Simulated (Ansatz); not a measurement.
## Li wire along [100], 5 atoms a period: bands by functional and under strain

What gap, if any, does the Li wire along [100], 5 atoms a period have, and how does it change with the functional and under strain?

Main program and level: Ansatz 0.2.0; DFT PBE, plane waves, PAW; relaxation of a wire's period, in the first sound run; inputs show where later runs differ.

This is a report of a sequence of runs, with most program output left out.

### 1. The structure

The cell holds 5 atoms: 5 Li. Cell: a = 10.240 Å, b = 10.240 Å, c = 3.440 Å, α = 90.0°, β = 90.0°, γ = 90.0°. Vacuum lies along a and b. The structure's axis is c.

As a file:

```cif
data_structure
_symmetry_space_group_name_H-M 'P 1'
_symmetry_Int_Tables_number 1
_cell_length_a 10.2400
_cell_length_b 10.2400
_cell_length_c 3.4400
_cell_angle_alpha 90.000
_cell_angle_beta 90.000
_cell_angle_gamma 90.000
_cell_volume 360.71
loop_
_atom_site_label
_atom_site_type_symbol
_atom_site_fract_x
_atom_site_fract_y
_atom_site_fract_z
_atom_site_occupancy
Li1 Li 0.50000 0.50000 0.00000 1
Li2 Li 0.33203 0.33203 0.50000 1
Li3 Li 0.33203 0.66797 0.50000 1
Li4 Li 0.66797 0.33203 0.50000 1
Li5 Li 0.66797 0.66797 0.50000 1
```

### 2. Relaxation of atoms and period

Band widths follow the bond lengths, so the wire is relaxed first. The atoms and the third cell vector are free; the box across stays fixed as vacuum. A Fermi-Dirac smearing is set since the result may be a metal. The pressure printed is a third of the stress's trace over the whole box, vacuum included; only the stress along the axis is relaxed.

input.yaml reads:

```yaml
crystal:
  lattice:
    - [10.24, 0.0, 0.0]
    - [0.0, 10.24, 0.0]
    - [0.0, 0.0, 3.44]
  atoms:
    - { symbol: Li, position: [0.5, 0.5, 0.0] }
    - { symbol: Li, position: [0.33203125, 0.33203125, 0.5] }
    - { symbol: Li, position: [0.33203125, 0.66796875, 0.5] }
    - { symbol: Li, position: [0.66796875, 0.33203125, 0.5] }
    - { symbol: Li, position: [0.66796875, 0.66796875, 0.5] }
kpoints:
  mp_grid: { grid: [1, 1, 24] }
scf:
  occupations: { method: fermi_dirac, width: 0.05 }
hamiltonian:
  xc: pbe
relax:
  cell: { fix: [a, b, alpha, beta, gamma] }
  max_steps: 60
```

On the command line:

```console
$ ansatz run input.yaml --threads 8 --pin off --max-ram 16384MiB --backend cpu --events-out ev --progress --plain --runs-dir out
```

Wall time 2.5 s (8 threads of Intel Xeon 6975P-C (Granite Rapids), shared host); peak memory 0.74 GiB.

The steps of the relaxation:

```tsv
step	energy less that of the first step (eV)	largest force component (eV/Å)	pressure (GPa)	volume (Å³)
1	0.0000	0.1663	-0.47	360.71
2	-0.1128	0.0697	-0.17	355.54
3	-0.1382	0.0388	0.16	347.13
4	-0.1438	0.0079	0.08	345.54
5	-0.1462	0.0047	0.08	341.41
6	-0.1464	0.0019	0.10	340.18
7*	-0.1463	0.0019	0.10	340.18
```

Relaxation steps marked * repeat the geometry before them on a plane-wave basis chosen anew for their cell, so energy and pressure can jump there.

The run keeps the 16 symmetry operations that it works with, so distortions that break them were not tested.

```tsv
cell as run	before	after	change
c (Å)	3.440	3.244	-5.7 %
```

The atoms that moved most (Å, along periodic axes as changes of fractional coordinates times the final cell, across vacuum about the mean position):

```tsv
atom	dx	dy	dz	length
Li2	0.133	0.133	0.000	0.188
Li3	0.133	-0.133	0.000	0.188
Li4	-0.133	0.133	0.000	0.188
Li5	-0.133	-0.133	0.000	0.188
```

Final coordinates:

```cif
data_structure
_symmetry_space_group_name_H-M 'P 1'
_symmetry_Int_Tables_number 1
_cell_length_a 10.2400
_cell_length_b 10.2400
_cell_length_c 3.2442
_cell_angle_alpha 90.000
_cell_angle_beta 90.000
_cell_angle_gamma 90.000
_cell_volume 340.18
loop_
_atom_site_label
_atom_site_type_symbol
_atom_site_fract_x
_atom_site_fract_y
_atom_site_fract_z
_atom_site_occupancy
Li1 Li 0.50000 0.50000 0.00000 1
Li2 Li 0.34500 0.34500 0.50000 1
Li3 Li 0.34500 0.65500 0.50000 1
Li4 Li 0.65500 0.34500 0.50000 1
Li5 Li 0.65500 0.65500 0.50000 1
```

Numbers from this step:

```
energy at zero smearing    : -1021.0415 eV
cell length along the wire : 3.244 Å
```

The cell's length comes to 3.244 Å with spin left out.

### 3. The perfect wire

This step: DFT PBE, plane waves, PAW; channels and complex bands of a perfect wire (Ansatz 0.2.0).

At the relaxed period the Bloch states of the perfect wire are found at each energy: those that move forward count the open channels, and those that decay describe how a disturbance dies away inside the wire itself. An energy step of 0.035 eV is under the 0.039 eV that the program asks for its thermal average at 300 K.

input.yaml reads:

```yaml
crystal:
  lattice:
    - [10.24, 0.0, 0.0]
    - [0.0, 10.24, 0.0]
    - [0.0, 0.0, 3.2442252902]
  atoms:
    - { symbol: Li, position: [0.5, 0.5, 0.0] }
    - { symbol: Li, position: [0.345001351, 0.345001351, 0.5] }
    - { symbol: Li, position: [0.345001351, 0.654998649, 0.5] }
    - { symbol: Li, position: [0.654998649, 0.345001351, 0.5] }
    - { symbol: Li, position: [0.654998649, 0.654998649, 0.5] }
kpoints:
  mp_grid: { grid: [1, 1, 25] }
  band_path: { path: ["Γ", Z], npoints: 50 }
scf:
  occupations: { method: fermi_dirac, width: 0.05 }
hamiltonian:
  xc: pbe
output:
  transmission:
    e_range: [-2, 2]
    de: 0.035
    kmesh: [1, 1]
    reduced_basis: true
    leads: [[0, 0]]
  dos: { e_range: [-5, 4] }
  write_potential: true
  write_density: true
  volumetric_format: npy
  elf: true
```

Wall time 16 s (8 threads); peak memory 1.3 GiB; 90 s of CPU time.

This step gave:

```yaml
energy_at_zero_smearing: -1021.0399 eV
channels_at_the_energy_nearest_the_fermi_level_one_spin: 4
conductance_of_the_lead_as_this_run_defines_it: 3.635 G₀
band_gap: 0 eV
```

Open channels of the lead, one spin against energy, zero at the Fermi level:

energy (eV), open channels of the lead, one spin and a bar from the least value:
```
   -2.000       1.00 
   -1.895       1.00 
   -1.790       1.00 
   -1.685       1.00 
   -1.615       1.00 
   -1.510       1.00 
   -1.405       1.00 
   -1.300       1.00 
   -1.195       3.00 ############
   -1.090       3.00 ############
   -0.985       3.00 ############
   -0.915       3.00 ############
   -0.810       3.00 ############
   -0.705       3.00 ############
   -0.600       3.00 ############
   -0.495       3.00 ############
   -0.390       3.00 ############
   -0.285       2.00 ######
   -0.215       2.00 ######
   -0.110       3.00 ############
   -0.005       4.00 ##################
    0.100       4.00 ##################
    0.205       5.00 ########################
    0.310       5.00 ########################
    0.415       5.00 ########################
    0.485       5.00 ########################
    0.590       5.00 ########################
    0.695       6.00 ##############################
    0.800       4.00 ##################
    0.905       4.00 ##################
    1.010       2.00 ######
    1.115       2.00 ######
    1.185       2.00 ######
    1.290       4.00 ##################
    1.395       4.00 ##################
    1.500       4.00 ##################
    1.605       4.00 ##################
    1.710       4.00 ##################
    1.815       4.00 ##################
    1.885       4.00 ##################
```

The slowest values at each energy, most degenerate partners merged, listed up to 1.5 1/Å. The Im kz of the slowest decaying states by energy, zero at the Fermi level:

```tsv
energy (eV)	decay 1 (Å⁻¹)	decay 2 (Å⁻¹)	decay 3 (Å⁻¹)	decay 4 (Å⁻¹)
-2.000	0.507	0.764	0.767	0.915
-1.790	0.433	0.723	0.729	0.880
-1.615	0.361	0.688	0.697	0.849
-1.405	0.246	0.642	0.656	0.809
-1.195	0.593	0.612	0.768	0.799
-0.985	0.539	0.564	0.724	0.763
-0.810	0.489	0.521	0.684	0.732
-0.600	0.421	0.464	0.634	0.693
-0.390	0.339	0.399	0.578	0.651
-0.215	0.0148	0.249	0.335	0.526
-0.005	0.237	0.455	0.567	0.880
0.205	0.370	0.515	0.846	0.925
0.415	0.257	0.458	0.812	0.893
0.590	0.0731	0.403	0.782	0.866
0.800	0.0276	0.326	0.744	0.832
1.010	0.0619	0.114	0.224	0.704
1.185	0.0583	0.107	0.142	0.669
1.395	0.130	0.160	0.623	0.727
1.605	0.138	0.166	0.575	0.686
1.815	0.134	0.165	0.521	0.642
```

The electronic bands at the labelled points (eV, zero at the Fermi level):

```tsv
point	band 6	band 7	band 8	band 9	band 10	band 11	band 12
Γ	-2.72	-1.23	-1.23	-0.01	0.20	0.61	1.20
halfway	-2.09	-0.55	-0.55	0.67	1.07	1.25	2.07
Z	-0.30	-0.16	0.79	0.79	2.41	2.64	2.64
```

Electrostatic potential energy in the ca plane at fractional y = 0.345, with atoms of Li within 0.2 Å of it. With pseudopotentials it is smooth inside the atoms' cores, unlike the true potential.

Ten even steps from '0' (-30 eV) to '9' (1 eV), each cell a mean:
```
99999999999999999
99999999999999999
99999999999999999
99999999999999999
99999999999999999
99999988888899999
99998875445788999
99988620000268899
99988620000268899
99998865445688999
99999998888999999
99999999999999999
99999999999999999
99999887777889999
99998742112478999
99988510000158899
99988742112478899
99998887777888999
99999999889999999
99999999999999999
99999999999999999
99999999999999999
99999999999999999
99999999999999999
```
Columns run along c (3.2 Å; values clipped at the 3rd and 97th percentile), rows up along a (10.2 Å). Atoms in or near the plane, at fractional coordinates: Li at (0.50, 0.35), Li at (0.50, 0.65).

ELF in the ca plane at fractional y = 0.345, with atoms of Li within 0.2 Å of it. It is the smooth field of the valence electrons, not physical close to the nuclei.

Ten even steps from '0' (0.01 × 1e-1) to '9' (9.93 × 1e-1), each cell a mean:
```
00000000000000000
00000000000000000
22211111111111122
55543322222233455
77765432112345677
88874200000024788
98840001331000488
98710059999500178
98720048998400278
88752001221002578
77776543223456777
77777777777777777
77777766556677777
88875210000125788
88741015665101478
98710069999600178
98720026886200278
98862000000002688
88775311001135778
66655432222345566
43332221111222333
11110000000000111
00000000000000000
00000000000000000
```
Columns run along c (3.2 Å), rows up along a (10.2 Å). Atoms in or near the plane, at fractional coordinates: Li at (0.50, 0.35), Li at (0.50, 0.65).

Valence density in the ca plane at fractional y = 0.345, with atoms of Li within 0.2 Å of it. It is the smooth field of the valence electrons, not physical close to the nuclei.

Ten steps, logarithmic in the rise over the least value, from '_' (0.0 e/Å³) to '@' (7.5 e/Å³), each cell a mean:
```
__________________________________
__________________________________
__________________________________
__________________________________
__________________________________
__________________________________
____________..::----::..__________
......__....++##@@@@##++....__....
............++%%@@@@%%++..........
..............--====--............
..................................
..................................
..................................
..................................
............--**####**--..........
..........::++%%@@@@%%++::........
__________..--**####**--..________
________________....______________
__________________________________
__________________________________
__________________________________
__________________________________
__________________________________
__________________________________
```
Columns run along c (3.2 Å), rows up along a (10.2 Å). Atoms in or near the plane, at fractional coordinates: Li at (0.50, 0.35), Li at (0.50, 0.65).

By hand: the program gives 2.6863 × 10^14 S/m² over the cell's cross-section of 104.86 Å² = 1.049 × 10^-18 m², so one cell conducts 2.817 × 10^-4 S. Divided by G0 = 2e²/h = 7.748 × 10^-5 S this is 3.64 G0, a resistance of 3.55 kΩ.

At the computed energy nearest the Fermi level there are 4 channels a spin, and the thermal average gives 3.64 G₀.

### 4. Another level of theory, level LDA, cutoff 420 eV

This step: DFT LDA, plane waves, PAW; bands of a perfect wire at the PBE geometry (Ansatz 0.2.0).

The atoms stay at the PBE geometry and the functional changes. At fixed atoms LDA and the gradient-corrected functionals usually give like bands; this run checks that. Against the first PBE run of this kind, the mesh along the wire has 19 points against 25.

input.yaml, the sections that differ from step 3:

```yaml
kpoints:
  mp_grid: { grid: [1, 1, 19] }
  band_path: { path: ["Γ", Z], npoints: 50 }
hamiltonian:
  xc: lda
# crystal, scf: as in step 3
# output: removed
```

Elapsed: 0.78 s, on 8 threads; peak memory 0.69 GiB.

Numbers from this step:

```
energy at zero smearing : -1005.6248 eV
```

Electronic bands along the path, in eV, zero at the Fermi level:

```tsv
point	band 6	band 7	band 8	band 9	band 10	band 11	band 12
Γ	-2.67	-1.18	-1.18	-0.04	0.19	0.67	1.18
halfway	-2.04	-0.51	-0.51	0.65	1.06	1.30	2.05
Z	-0.30	-0.13	0.80	0.80	2.43	2.66	2.66
```

Bands cross the Fermi level, as under PBE at the relaxed period.

### 5. Levels at the same atoms, level PBEsol, cutoff 420 eV

This step: DFT PBEsol, plane waves, PAW; bands of a perfect wire at the PBE geometry (Ansatz 0.2.0).

Changes to input.yaml since step 4:

```diff
@@ -17,2 +17,2 @@
 hamiltonian:
-  xc: lda
+  xc: pbesol
```

It took 0.85 s on 8 threads; peak memory 0.7 GiB.

The electronic bands at the labelled points (eV, zero at the Fermi level):

```tsv
point	band 6	band 7	band 8	band 9	band 10	band 11	band 12
Γ	-2.72	-1.22	-1.22	-0.03	0.19	0.63	1.19
halfway	-2.09	-0.54	-0.54	0.66	1.06	1.28	2.06
Z	-0.32	-0.15	0.80	0.80	2.44	2.65	2.65
```

Bands cross the Fermi level, as under PBE at the relaxed period.

### 6. Levels at the same atoms, level r2SCAN, cutoff 500 eV

This step: DFT r2SCAN, plane waves, PAW; bands of a perfect wire at the PBE geometry (Ansatz 0.2.0).

The atoms stay at the PBE geometry and the functional changes. r2SCAN also reads the kinetic-energy density; it often gives larger moments and wider gaps than PBE, at a higher cost. Against the first PBE run of this kind, the cutoff is 500 eV against 420 and the mesh along the wire has 19 points against 25.

Changes to input.yaml since step 5:

```diff
@@ -17,2 +17,2 @@
 hamiltonian:
-  xc: pbesol
+  xc: r2scan
```

Wall time 1.8 s (8 threads); peak memory 0.92 GiB.

Bands cross the Fermi level, as under PBE at the relaxed period.

### 7. Strain along the wire, period over the relaxed period 1.1, k-mesh 1×1×17

This step: DFT PBE, plane waves, PAW; relaxation at a fixed period (Ansatz 0.2.0).

The period is set to 1.1 times the relaxed one and the atoms relax within it: strain changes bond lengths and angles, which shifts the bands against each other. Against the first PBE run of this kind, the mesh along the wire has 17 points against 25.

The cell differs from the one that the last finished run ended in (c 3.244 → 3.569 Å).

Changes to input.yaml since step 6:

```diff
@@ -4,3 +4,3 @@
     - [0.0, 10.24, 0.0]
-    - [0.0, 0.0, 3.2442252902]
+    - [0.0, 0.0, 3.5686478193]
   atoms:
@@ -12,3 +12,3 @@
 kpoints:
-  mp_grid: { grid: [1, 1, 19] }
+  mp_grid: { grid: [1, 1, 17] }
   band_path: { path: ["Γ", Z], npoints: 50 }
@@ -17,2 +17,7 @@
 hamiltonian:
-  xc: r2scan
+  xc: pbe
+relax:
+  max_steps: 40
+  f_tol: 0.02
+output:
+  stress: true
```

Run time: 1.2 s. Hardware: 8 threads; peak memory 0.72 GiB.

The steps of the relaxation:

```tsv
step	energy less that of the first step (eV)	largest force component (eV/Å)
1	0.0000	0.0631
2	-0.0107	0.0149
```

Forces are held to the 16 operations that the run works with; a distortion that breaks them can't arise in this run.

The atoms that moved most (Å):

```tsv
atom	dx	dy	dz	length
Li2	0.034	0.034	0.000	0.048
Li3	0.034	-0.034	0.000	0.048
Li4	-0.034	0.034	0.000	0.048
Li5	-0.034	-0.034	0.000	0.048
```

The relaxed structure:

```xyz
5
Lattice="10.2400 0.0000 0.0000 0.0000 10.2400 0.0000 0.0000 0.0000 3.5686" Properties=species:S:1:pos:R:3
Li    5.1200    5.1200    0.0000
Li    3.5667    3.5667    1.7843
Li    3.5667    6.6733    1.7843
Li    6.6733    3.5667    1.7843
Li    6.6733    6.6733    1.7843
```

This step gave:

* energy at zero smearing: -1020.9748 eV

Electronic bands along the path, in eV, zero at the Fermi level:

```tsv
point	band 6	band 7	band 8	band 9	band 10	band 11	band 12
Γ	-2.63	-1.07	-1.07	0.10	0.31	0.78	1.40
halfway	-2.09	-0.50	-0.50	0.62	1.01	1.34	2.12
Z	-0.65	-0.35	0.71	0.71	2.03	2.03	2.43
```

Bands cross the Fermi level, as under PBE at the relaxed period.

### 8. At a strained period, period over the relaxed period 1.03, k-mesh 1×1×18

The period is set to 1.03 times the relaxed one and the atoms relax within it: strain changes bond lengths and angles, which shifts the bands against each other. Against the first PBE run of this kind, the mesh along the wire has 18 points against 25.

The cell differs from the one that the last finished run ended in (c 3.569 → 3.342 Å).

Changes to input.yaml since step 7:

```diff
@@ -4,3 +4,3 @@
     - [0.0, 10.24, 0.0]
-    - [0.0, 0.0, 3.5686478193]
+    - [0.0, 0.0, 3.341552049]
   atoms:
@@ -12,3 +12,3 @@
 kpoints:
-  mp_grid: { grid: [1, 1, 17] }
+  mp_grid: { grid: [1, 1, 18] }
   band_path: { path: ["Γ", Z], npoints: 50 }
```

Elapsed: 1.1 s, on 8 threads; peak memory 0.69 GiB.

No atom moved by 0.005 Å in the relaxation.

Numbers from this step:

```
energy at zero smearing : -1021.0343 eV
```

The electronic bands at the labelled points (eV, zero at the Fermi level):

```tsv
point	band 6	band 7	band 8	band 9	band 10	band 11	band 12
Γ	-2.68	-1.17	-1.17	0.02	0.25	0.65	1.25
halfway	-2.07	-0.52	-0.52	0.66	1.06	1.27	2.07
Z	-0.39	-0.20	0.77	0.77	2.41	2.45	2.45
```

Bands cross the Fermi level, as under PBE at the relaxed period.

### 9. A repeat with changed settings

This step: DFT LDA, plane waves, PAW; bands of a perfect wire at the PBE geometry; changed: basis.ecutrho_ratio = 9, scf.convergence.dr2_threshold = 1e-11 (Ansatz 0.2.0).

The atoms of the band run (LDA) are kept and the input is varied, to see whether the result depends on it.

Changes to input.yaml since step 8:

```diff
@@ -4,3 +4,3 @@
     - [0.0, 10.24, 0.0]
-    - [0.0, 0.0, 3.341552049]
+    - [0.0, 0.0, 3.2442252902]
   atoms:
@@ -12,3 +12,3 @@
 kpoints:
-  mp_grid: { grid: [1, 1, 18] }
+  mp_grid: { grid: [1, 1, 19] }
   band_path: { path: ["Γ", Z], npoints: 50 }
@@ -16,8 +16,6 @@
   occupations: { method: fermi_dirac, width: 0.05 }
+  convergence: { dr2_threshold: 1.0e-11 }
 hamiltonian:
-  xc: pbe
-relax:
-  max_steps: 40
-  f_tol: 0.02
-output:
-  stress: true
+  xc: lda
+basis:
+  ecutrho_ratio: 9
```

It took 1.1 s on 8 threads; peak memory 0.84 GiB.

Numbers from this step:

* energy at zero smearing: -1005.6248 eV

It took 1.1 s against 0.78 s for the run it varies.

Against step 4 (now other threshold and other density grid), the free energy stays within 0.05 meV an atom. The total energy is settled to 1 meV an atom between these two settings.

### 10. Outcome

- cell length, PBE: 3.244 Å
- conductance, PBE: 3.64 G₀
- gap, period scaled by 1.1: none
- gap, period scaled by 1.03: none

What this shows: Under PBE the cell's length is 3.24 Å, and it is a metal with 4 channels a spin next to the Fermi level, 3.64 G₀ at 300 K. A perfect wire passes every open channel, so the conductance counts half a G₀ for each forward-moving state at the Fermi level, spin by spin; the value here is no such multiple, since a band edge lies within the thermal window. Transport is coherent and elastic here: the atoms are frozen, so scattering by vibrations plays no part.

[Logs are printed without paths, hosts, clocks, repeated set-up lines and the standing remarks that a program may print on its own settings, such as how far it seeks lower states.]

[Hosts, paths, dates, database ids (printed as entryN), source tags and the programs' standing remarks are cut or masked in the printed files.]
